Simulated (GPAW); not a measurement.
# A GW chain in GPAW: GaGeTe (R-3m)

How does a plane-wave GW calculation on GaGeTe (R-3m) run from the first input to the gap?

Calculated with GPAW 26.7.0; LDA and many-body steps on it, plane waves.

## Step 1: The starting structure

It takes space group R-3m (No. 166, trigonal). Conventional cell: a = 4.072 Å, b = 4.072 Å, c = 36.015 Å, α = 90.00°, β = 90.00°, γ = 120.00°. Ga has 1 Ge at 2.44 Å and 3 Te at 2.67 Å nearest. Nearest to Ge lie 1 Ga at 2.44 Å and 3 Ge at 2.48 Å. Te has 3 Ga at 2.67 Å nearest. Farther neighbours and most contacts between anions are not listed.

As a file:

```cif
data_structure
_symmetry_space_group_name_H-M 'R-3m:H'
_symmetry_Int_Tables_number 166
_cell_length_a 4.0722
_cell_length_b 4.0722
_cell_length_c 36.0147
_cell_angle_alpha 90.000
_cell_angle_beta 90.000
_cell_angle_gamma 120.000
_cell_volume 517.20
loop_
_atom_site_label
_atom_site_type_symbol
_atom_site_symmetry_multiplicity
_atom_site_Wyckoff_symbol
_atom_site_fract_x
_atom_site_fract_y
_atom_site_fract_z
_atom_site_occupancy
Ga1 Ga 6 c 0.33333 0.66667 0.92126 1
Ge1 Ge 6 c 0.33333 0.66667 0.98890 1
Te1 Te 6 c 0.33333 0.66667 0.78030 1
```

The cell and positions are those that the Materials Project relaxed with its own functionals (PBE, PBE+U or r2SCAN), kept fixed. Spin-orbit coupling is left out unless a step names it.

## Step 2: Ground state

This step: GPAW 26.7.0; DFT, LDA, plane waves, PAW.

The ground-state density comes first.

Contents of run.py:

```python
import json
import numpy as np
from gpaw.mpi import world
from ase import Atoms
from gpaw import GPAW, PW, FermiDirac

atoms = Atoms(['Ga', 'Ga', 'Ge', 'Ge', 'Te', 'Te'],
    cell=[[2.0360825463, 1.1755328062, 12.0049082522],
      [-2.0360825463, 1.1755328062, 12.0049082522],
      [0.0000000000, -2.3510656124, 12.0049082522]],
    scaled_positions=[[0.2545929700, 0.2545929700, 0.2545929700],
      [0.7454070300, 0.7454070300, 0.7454070300],
      [0.3222368700, 0.3222368700, 0.3222368700],
      [0.6777631300, 0.6777631300, 0.6777631300],
      [0.1136347500, 0.1136347500, 0.1136347500],
      [0.8863652500, 0.8863652500, 0.8863652500]],
    pbc=(True, True, True))
calc = GPAW(mode=PW(450),
    xc='LDA',
    kpts={'size': (6, 6, 6), 'gamma': True},
    occupations=FermiDirac(0.001),
    nbands=-9,
    convergence={'density': 1e-6, 'bands': -3},
    maxiter=100,
    txt='gs.txt')
atoms.calc = calc
res = {'energy': atoms.get_potential_energy()}
kpts = calc.get_ibz_k_points()
res['kpts'] = kpts
res['eigenvalues'] = [calc.get_eigenvalues(kpt=k) for k in range(len(kpts))]
res['n_electrons'] = calc.get_number_of_electrons()
calc.write('gs.gpw')

if world.rank == 0:
    with open('result.json', 'w') as f:
        json.dump(res, f, default=lambda x: x.tolist())
```

Run with:

```bash
$ mpirun -n 4 gpaw python run.py
```

Numbers of over 12 decimals in the logs are rounded to 6 here.

What it wrote:

```text
__  _  _
 | _ |_)|_||  |
 |__||  | ||/\| - 26.7.0

Input parameters:
  mode=PW(ecut=450.000000),
  convergence={'density': 1e-06, 'bands': -3},
  kpts=MonkhorstPack(size=(6, 6, 6), gamma=True),
  maxiter=100,
  nbands=-9,
  occupations=Occupations(name='fermi-dirac', width=0.001, fixmagmom=False),
  xc=XC(name='LDA')
  [... matrices ...]
Diagonalizing LCAO Hamiltonian
Converting LCAO to pw mode

       Te

       Ga

       Ge

       Ge

       Ga

       Te

Atoms  # Å, Bohr magnetons
|   | symbol |         x |         y |         z |    initial magnetic moments |
| 0 |     Ga | -0.000000 | -0.000000 |  9.169096 | ( 0.0000,  0.0000,  0.0000) |
| 1 |     Ga | -0.000000 | -0.000000 | 26.845629 | ( 0.0000,  0.0000,  0.0000) |
| 2 |     Ge |  0.000000 |  0.000000 | 11.605272 | ( 0.0000,  0.0000,  0.0000) |
| 3 |     Ge |  0.000000 | -0.000000 | 24.409453 | ( 0.0000,  0.0000,  0.0000) |
| 4 |     Te | -0.000000 | -0.000000 |  4.092524 | ( 0.0000,  0.0000,  0.0000) |
| 5 |     Te | -0.000000 |  0.000000 | 31.922201 | ( 0.0000,  0.0000,  0.0000) |

Unit cell  # Å
| periodic |         x |         y |         z |   lengths |    angles |
|      yes |  2.036083 |  1.175533 | 12.004908 | 12.232961 | 19.162066 |
|      yes | -2.036083 |  1.175533 | 12.004908 | 12.232961 | 19.162066 |
|      yes |  0.000000 | -2.351066 | 12.004908 | 12.232961 | 19.162066 |

Number of symmetries: 12
Symmetry operations  # r_c * U_cc + t_c -> r_c
|    | kind |            matrix            |
|  0 |  E   |  1, 0, 0,  0, 1, 0,  0, 0, 1 |
|  1 |  σ   |  1, 0, 0,  0, 0, 1,  0, 1, 0 |
|  2 |  σ   |  0, 1, 0,  1, 0, 0,  0, 0, 1 |
|  3 |  C3  |  0, 1, 0,  0, 0, 1,  1, 0, 0 |
|  4 |  C3  |  0, 0, 1,  1, 0, 0,  0, 1, 0 |
|  5 |  σ   |  0, 0, 1,  0, 1, 0,  1, 0, 0 |
|  6 |  C2  |  0, 0,-1,  0,-1, 0, -1, 0, 0 |
|  7 |  S6  |  0, 0,-1, -1, 0, 0,  0,-1, 0 |
|  8 |  S6  |  0,-1, 0,  0, 0,-1, -1, 0, 0 |
|  9 |  C2  |  0,-1, 0, -1, 0, 0,  0, 0,-1 |
| 10 |  C2  | -1, 0, 0,  0, 0,-1,  0,-1, 0 |
| 11 |  i   | -1, 0, 0,  0,-1, 0,  0, 0,-1 |

BZ-sampling:
  Number of BZ points: 216
  Number of IBZ points: 32

  Monkhorst-Pack size: [6, 6, 6]
  Monkhorst-Pack shift: [0.083333, 0.083333, 0.083333]

K-points  # in reciprocal-cell coordinates
|     |                                coordinates |     weight |
|   0 | (  0.00000000,   0.00000000,   0.00000000) | 0.00462963 |
|   1 | (  0.16666667,   0.00000000,  -0.16666667) | 0.02777778 |
|   2 | (  0.16666667,   0.00000000,   0.00000000) | 0.02777778 |
|   3 | (  0.16666667,   0.16666667,  -0.16666667) | 0.02777778 |
|   4 | (  0.16666667,   0.16666667,   0.00000000) | 0.02777778 |
|   5 | (  0.16666667,   0.16666667,   0.16666667) | 0.00925926 |
|   6 | (  0.33333333,  -0.16666667,  -0.16666667) | 0.02777778 |
|   7 | (  0.33333333,   0.00000000,  -0.33333333) | 0.02777778 |
|   8 | (  0.33333333,   0.00000000,  -0.16666667) | 0.05555556 |
|   9 | (  0.33333333,   0.00000000,   0.00000000) | 0.02777778 |
| ... |                                            |            |
|  31 | (  0.50000000,   0.50000000,   0.50000000) | 0.00462963 |

Plane wave coefficients: 3756
Cutoff: 450.000000 eV

Spin-components: 1 (collinear spins)
Bands:           22
Projectors:      30
Spin-degeneracy: 2
Datatype:        complex128

  Storage: CPU
  Wave functions: 41_755_648 bytes (10_438_912 per core)
  Projectors: 56_939_520 bytes (14_234_880 per core)
  [... matrices ...]
Parallelization:
  kpt:    4
  domain: 1
  band:   1

Density:
  Valence electrons: 26.0
  Components: 1
  Grid points: [60 60 60]
  Charge: 0.0  # |e|

Potential:
  Grid points: [60 60 60]

species:
  Ga:
    name:    Gallium
    Z:       31.0
    valence: 3
    core:    28
    charge:  0.0  # [|e|]
    compensation charges:
      type: gauss
      rc: 0.37  # [Å]
      lmax: 2
    cutoffs:
      filter: 2.06  # [Å]
      core: 4.17  # [Å]
    projectors
    | kind |    occ | energy [eV] | rcut [Å] |
    |   4s |  2.000 |      -9.167 |    1.164 |
    |   4p |  1.000 |      -2.734 |    1.164 |
    |    s |        |      18.045 |    1.164 |
    |    p |        |      24.478 |    1.164 |
    |    d |        |       0.000 |    1.164 |

    Using partial waves for Ga as LCAO basis

  Ge:
    name:    Germanium
    Z:       32.0
    valence: 4
    core:    28
    charge:  0.0  # [|e|]
    compensation charges:
      type: gauss
      rc: 0.32  # [Å]
      lmax: 2
    cutoffs:
      filter: 1.77  # [Å]
      core: 3.42  # [Å]
    projectors
    | kind |    occ | energy [eV] | rcut [Å] |
    |   4s |  2.000 |     -11.940 |    1.005 |
    |   4p |  2.000 |      -4.047 |    1.005 |
    |    s |        |      15.272 |    1.005 |
    |    p |        |      23.164 |    1.005 |
    |    d |        |       0.000 |    1.005 |

    Using partial waves for Ge as LCAO basis

  Te:
    name:    Tellurium
    Z:       52.0
    valence: 6
    core:    46
    charge:  0.0  # [|e|]
    compensation charges:
      type: gauss
      rc: 0.36  # [Å]
      lmax: 2
    cutoffs:
      filter: 2.09  # [Å]
      core: 3.17  # [Å]
    projectors
    | kind |    occ | energy [eV] | rcut [Å] |
    |   5s |  2.000 |     -15.337 |    1.180 |
    |   5p |  4.000 |      -6.113 |    1.196 |
    |    s |        |      11.875 |    1.180 |
    |    p |        |      21.098 |    1.196 |
    |    d |        |       0.000 |    1.238 |

    Using partial waves for Te as LCAO basis

Reference energy: -588926.739921  # eV

eigensolver:
  PPCG
  Converge bands: -3
  niter=2

density mixing:
  MSR1-Mixer
  Pratt-step length: 0.05
  Maximum mixing coefficient: 0.75
  Old densities: 10
  SVD Regularization: 0.005
  Good broyden scale: 1.0
  Trust region scale: 1.0
  Backstep threshold: 4.0
  History deletion threshold: 6.0
  Fourier metric: weight=20.0, sigma=0.015

occupation numbers:
  Fermi-Dirac:
    width: 0.0010  # eV

poisson solver:
  ecut: 3600.000000  # eV

xc functional:
  name: None

Initialization done in: 4.010 s

convergence criteria:
- Maximum integral of absolute [dens]ity change: 1e-06 electrons / valence electron
- Maximum [total energy] change in last 3 cyles: 0.0005 eV / valence electron
- Maximum integral of absolute [eigenst]ate change: 4e-08 eV^2 / valence electron
maximum number of iterations: 100

SCF iterations
|iter     |     time |      energy | eigst |  dens |
|iter:   1|  |  -26.818098 | +0.18 |       |
|iter:   2|  |  -26.731770 | -1.35 | -0.98 |
|iter:   3|  |  -26.733150 | -1.85 | -1.01 |
|iter:   4|  |  -26.469526 | -1.48 | -1.26 |
|iter:   5|  |  -26.465304 | -3.13 | -1.94 |
|iter:   6|  |  -26.465302c| -4.75 | -2.55 |
|iter:   7|  |  -26.465303c| -5.90 | -3.28 |
|iter:   8|  |  -26.465303c| -6.73 | -3.79 |
|iter:   9|  |  -26.465303c| -7.43c| -4.46 |
|iter:  10|  |  -26.465303c| -7.84c| -5.13 |
|iter:  11|  |  -26.465303c| -8.59c| -5.69 |
|iter:  12|  |  -26.465303c| -9.05c| -6.32c|

Converged in 12 steps
SCF loop duration: 67.551 s (5.629 s/step)
Energy contributions relative to reference atoms: (reference = -588926.739921)
  [... matrices ...]
Energy contributions:
  Kinetic:          62.305468
  Coulomb:         -57.145095
  Zero:              0.283164
  External:          0.000000
  Xc:              -31.908842
  Entropy:          -0.000000
  Spinorbit:         0.000000
  ----------------------------
  Free energy:     -26.465303
  Extrapolated:    -26.465303

dipole moment: (0.000000, 0.000000, 0.000691)  # |e|*Ang

Fermi level: 4.372
Eigenvalues  # (at kpt = [0.000, 0.000, 0.000])
| band index |      eig [eV] | occ [0-2] |
|          0 |        -8.334 |     2.000 |
|        ... |               |           |
|          5 |         1.637 |     2.000 |
|          6 |         3.084 |     2.000 |
|          7 |         3.084 |     2.000 |
|          8 |         3.231 |     2.000 |
|          9 |         3.231 |     2.000 |
|         10 |         3.279 |     2.000 |
|         11 |         3.730 |     2.000 |
|         12 |         3.730 |     2.000 |
|         13 |         4.725 |     0.000 |
[...]
|         17 |         7.026 |     0.000 |
|         18 |         7.979 |     0.000 |
|         19 |         7.979 |     0.000 |
|         20 |         8.367 |     0.000 |
|         21 |         8.367 |     0.000 |

Gap: 0.139 eV
Transition (v -> c):
  (s=0, k=31, n=12, [0.50, 0.50, 0.50]) -> (s=0, k=31, n=13, [0.50, 0.50, 0.50])
No difference between direct/indirect transitions
# Writing to gs.gpw (mode='')
  [... matrices ...]
```

It took 74 s on 4 MPI ranks of Arm Neoverse V1, shared host; peak memory 1.8 GiB; 4.9 min of CPU time.

This step gave:

* total energy: -26.47 eV
* gap: 0.1385 eV
* k of the valence top: 0.5, 0.5, 0.5
* k of the conduction bottom: 0.5, 0.5, 0.5
* least direct gap: 0.1385 eV

The gap is direct, at (0.500, 0.500, 0.500).

## Step 3: Bands along the symmetry lines

Levels along a band path, at the cheap level, show where the edges lie and whether the meshes to come will hold them.

Contents of run.py:

```python
import json
import numpy as np
from gpaw.mpi import world
from gpaw import GPAW

path = [[0.000000, 0.000000, 0.000000],
    [0.062500, 0.062500, 0.062500],
    [0.125000, 0.125000, 0.125000],
    [0.187500, 0.187500, 0.187500],
    [0.250000, 0.250000, 0.250000],
    [0.312500, 0.312500, 0.312500],
    [0.375000, 0.375000, 0.375000],
    [0.437500, 0.437500, 0.437500],
    [0.500000, 0.500000, 0.500000],
    [0.540868, 0.459132, 0.500000],
    [0.581735, 0.418265, 0.500000],
    [0.622603, 0.377397, 0.500000],
    [0.663470, 0.336530, 0.500000],
    [0.704338, 0.295662, 0.500000],
    [0.745206, 0.254794, 0.500000],
    [0.786073, 0.213927, 0.500000],
    [0.826941, 0.173059, 0.500000],
    [0.500000, -0.173059, 0.173059],
    [0.500000, -0.151427, 0.151427],
    [0.500000, -0.129794, 0.129794],
    [0.500000, -0.108162, 0.108162],
    [0.500000, -0.086530, 0.086530],
    [0.500000, -0.064897, 0.064897],
    [0.500000, -0.043265, 0.043265],
    [0.500000, -0.021632, 0.021632],
    [0.500000, 0.000000, 0.000000],
    [0.437500, 0.000000, 0.000000],
    [0.375000, 0.000000, 0.000000],
    [0.312500, 0.000000, 0.000000],
    [0.250000, 0.000000, 0.000000],
    [0.187500, 0.000000, 0.000000],
    [0.125000, 0.000000, 0.000000],
    [0.062500, 0.000000, 0.000000],
    [0.000000, 0.000000, 0.000000],
    [0.042066, -0.042066, 0.000000],
    [0.084132, -0.084132, 0.000000],
    [0.126199, -0.126199, 0.000000],
    [0.168265, -0.168265, 0.000000],
    [0.210331, -0.210331, 0.000000],
    [0.252397, -0.252397, 0.000000],
    [0.294463, -0.294463, 0.000000],
    [0.336530, -0.336530, -0.000000],
    [0.663470, 0.000000, 0.336530],
    [0.643037, 0.000000, 0.356963],
    [0.622603, 0.000000, 0.377397],
    [0.602169, 0.000000, 0.397831],
    [0.581735, 0.000000, 0.418265],
    [0.561301, 0.000000, 0.438699],
    [0.540868, 0.000000, 0.459132],
    [0.520434, 0.000000, 0.479566],
    [0.500000, 0.000000, 0.500000],
    [0.437500, 0.000000, 0.437500],
    [0.375000, 0.000000, 0.375000],
    [0.312500, 0.000000, 0.312500],
    [0.250000, 0.000000, 0.250000],
    [0.187500, 0.000000, 0.187500],
    [0.125000, 0.000000, 0.125000],
    [0.062500, 0.000000, 0.062500],
    [0.000000, 0.000000, 0.000000]]
calc = GPAW('gs.gpw').fixed_density(kpts=path,
    symmetry='off',
    nbands=23,
    convergence={'bands': 19},
    txt='bands.txt')
res = {}
kpts = calc.get_ibz_k_points()
res['kpts'] = kpts
res['eigenvalues'] = [calc.get_eigenvalues(kpt=k) for k in range(len(kpts))]
res['n_electrons'] = calc.get_number_of_electrons()

if world.rank == 0:
    with open('result.json', 'w') as f:
        json.dump(res, f, default=lambda x: x.tolist())
```

Run with:

```bash
$ mpirun -n 4 gpaw python run.py
```

What it wrote:

```text
Diagonalizing LCAO Hamiltonian
Converting LCAO to pw mode
convergence criteria:
- Maximum integral of absolute [eigenst]ate change: 4e-08 eV^2 / valence electron
maximum number of iterations: 100

SCF iterations
|iter     |     time |      energy | eigst |  dens |
|iter:   1|  |             | +0.15 |       |
|iter:   2|  |             | -1.53 |       |
|iter:   3|  |             | -2.77 |       |
[...]
|iter:   8|  |             | -6.59 |       |
|iter:   9|  |             | -7.07 |       |
|iter:  10|  |             | -7.89c|       |
SCF steps: 10
  __  _  _
 | _ |_)|_||  |
 |__||  | ||/\| - 26.7.0

Input parameters:
  mode=PW(ecut=450.000000),
  convergence={'bands': 19},
  gpts=array([60, 60, 60]),
  kpts=KPoints(kpts=array([[ 0.      ,  0.      ,  0.      ],
         [ 0.0625  ,  0.0625  ,  0.0625  ],
         [ 0.125   ,  0.125   ,  0.125   ],
         [ 0.1875  ,  0.1875  ,  0.1875  ],
[...]
[ 0.540868,  0.459132,  0.5     ],
         [ 0.581735,  0.418265,  0.5     ],
         [ 0.622603,  0.377397,  0.5     ],
[...]
[ 0.5     , -0.173059,  0.173059],
         [ 0.5     , -0.151427,  0.151427],
         [ 0.5     , -0.129794,  0.129794],
         [ 0.5     , -0.108162,  0.108162],
[...]
[ 0.5     , -0.064897,  0.064897],
         [ 0.5     , -0.043265,  0.043265],
         [ 0.5     , -0.021632,  0.021632],
[...]
[ 0.252397, -0.252397,  0.      ],
         [ 0.294463, -0.294463,  0.      ],
[...]
[ 0.643037,  0.      ,  0.356963],
         [ 0.622603,  0.      ,  0.377397],
         [ 0.602169,  0.      ,  0.397831],
         [ 0.581735,  0.      ,  0.418265],
         [ 0.561301,  0.      ,  0.438699],
         [ 0.540868,  0.      ,  0.459132],
         [ 0.520434,  0.      ,  0.479566],
[...]
[ 0.125   ,  0.      ,  0.125   ],
         [ 0.0625  ,  0.      ,  0.0625  ],
         [ 0.      ,  0.      ,  0.      ]])),
  maxiter=100,
  nbands=23,
  occupations=Occupations(name='fermi-dirac', width=0.001, fixmagmom=False),
  parallel={},
  symmetry=Symmetry(point_group=False, time_reversal=False),
  xc=XC(name='LDA')
```

Elapsed: 1.9 min, on 4 MPI ranks; peak memory 2 GiB; 7.4 min of CPU time.

Numbers from this step:

```
gap                        : 0.1385 eV
k of the valence top       : 0.5, 0.5, 0.5
k of the conduction bottom : 0.5, 0.5, 0.5
least direct gap           : 0.1385 eV
```

The gap is 0.139 eV, as in the run before at this level.

Electronic bands along the path, in eV, zero at the top of the highest filled band:

| point | band 10 | band 11 | band 12 | band 13 | band 14 | band 15 | band 16 | band 17 |
| --- | --- | --- | --- | --- | --- | --- | --- | --- |
| Γ | -1.12 | -1.07 | -0.62 | -0.62 | 0.38 | 1.13 | 1.49 | 2.68 |
| halfway | -1.14 | -0.62 | -0.61 | -0.61 | 0.35 | 0.95 | 1.48 | 2.68 |
| T | -1.19 | -0.60 | -0.60 | 0.00 | 0.14 | 0.70 | 1.47 | 2.69 |
| halfway | -2.53 | -2.24 | -2.22 | -0.82 | 1.84 | 2.47 | 2.54 | 2.85 |
| H2 | -2.74 | -2.52 | -2.32 | -2.08 | 1.45 | 1.62 | 2.59 | 3.14 |
| jump to H0 | -2.74 | -2.52 | -2.32 | -2.08 | 1.45 | 1.62 | 2.59 | 3.14 |
| halfway | -3.08 | -2.65 | -2.18 | -1.91 | 1.25 | 1.90 | 2.89 | 2.96 |
| L | -2.66 | -2.53 | -1.87 | -1.74 | 0.87 | 1.09 | 1.23 | 1.85 |
| halfway | -1.95 | -1.84 | -1.34 | -0.90 | 1.02 | 1.47 | 1.93 | 2.55 |
| Γ | -1.12 | -1.07 | -0.62 | -0.62 | 0.38 | 1.13 | 1.49 | 2.68 |
| halfway | -2.53 | -2.31 | -1.66 | -0.99 | 1.61 | 2.30 | 2.77 | 2.91 |
| S0 | -2.67 | -2.60 | -2.31 | -2.09 | 1.44 | 1.62 | 2.77 | 2.90 |
| jump to S2 | -2.67 | -2.60 | -2.31 | -2.09 | 1.44 | 1.62 | 2.77 | 2.90 |
| halfway | -2.95 | -2.91 | -2.07 | -1.62 | 1.27 | 1.40 | 2.72 | 2.83 |
| F | -2.53 | -2.42 | -1.92 | -1.51 | 0.47 | 1.12 | 1.20 | 1.63 |
| halfway | -1.91 | -1.88 | -1.37 | -1.08 | 1.09 | 1.55 | 2.04 | 2.75 |
| Γ | -1.12 | -1.07 | -0.62 | -0.62 | 0.38 | 1.13 | 1.49 | 2.68 |

## Step 4: Empty states on the mesh, 4×4×4 mesh, 802 bands

The sums over transitions need many empty states on a uniform mesh; this step solves for them.

Contents of run.py:

```python
import json
import numpy as np
from gpaw.mpi import world
from gpaw import GPAW

calc = GPAW('gs.gpw').fixed_density(kpts={'size': (4, 4, 4), 'gamma': True},
    parallel={'domain': 1, 'band': 1},
    txt='nscf.txt')
calc.diagonalize_full_hamiltonian(nbands=802)
calc.write('full.gpw', mode='all')
res = {}
kpts = calc.get_ibz_k_points()
res['kpts'] = kpts
res['eigenvalues'] = [calc.get_eigenvalues(kpt=k) for k in range(len(kpts))]
res['n_electrons'] = calc.get_number_of_electrons()

if world.rank == 0:
    with open('result.json', 'w') as f:
        json.dump(res, f, default=lambda x: x.tolist())
```

Run with:

```bash
$ mpirun -n 4 gpaw python run.py
```

What it wrote:

```text
Diagonalizing LCAO Hamiltonian
Converting LCAO to pw mode
convergence criteria:
- Maximum integral of absolute [eigenst]ate change: 4e-08 eV^2 / valence electron
maximum number of iterations: 100

SCF iterations
|iter     |     time |      energy | eigst |  dens |
|iter:   1|  |             | +0.17 |       |
|iter:   2|  |             | -1.42 |       |
|iter:   3|  |             | -2.50 |       |
[...]
|iter:   8|  |             | -6.12 |       |
|iter:   9|  |             | -6.91 |       |
|iter:  10|  |             | -7.47c|       |
SCF steps: 10
  __  _  _
 | _ |_)|_||  |
 |__||  | ||/\| - 26.7.0

Input parameters:
  mode=PW(ecut=450.000000),
  convergence={'density': 1e-06, 'bands': -3},
  gpts=array([60, 60, 60]),
  kpts=MonkhorstPack(size=(4, 4, 4), gamma=True),
  maxiter=100,
  nbands=22,
  occupations=Occupations(name='fermi-dirac', width=0.001, fixmagmom=False),
  parallel={'domain': 1, 'band': 1},
  xc=XC(name='LDA')
Matrix size: 3751x3751
# Writing to full.gpw (mode='all')
  [... matrices ...]

timing:  # [seconds]
  Total: 290.784  # ━━━━━━━━━━━━━━━━━━━━━━━━━━━━━━━━━━━━━━━━━━━━━━━━━━━━━━━━━
```

It took 5.3 min on 4 MPI ranks; peak memory 6.2 GiB.

Numbers from this step:

* gap: 0.1385 eV
* k of the valence top: 0.5, 0.5, 0.5
* k of the conduction bottom: 0.5, 0.5, 0.5
* least direct gap: 0.1385 eV
* k points computed: 13
* lowest point of the top converged band, above the valence top: 149.0796 eV

On this mesh the gap is 0.139 eV.

(Part 1 of 2 ends here.)

[Paths, hosts, dates, memory and timing lines, banners, echoed tables and standing remarks are left out of the program output.]

[Logs are printed without paths, hosts, clocks, repeated set-up lines and the standing remarks that a program may print on its own settings, such as how far it seeks lower states.]

[Runs of the session that timed out or met a known fault of the program may be left out.]

[Hosts, paths, dates, database ids (printed as entryN), source tags and the programs' standing remarks are cut or masked in the printed files.]
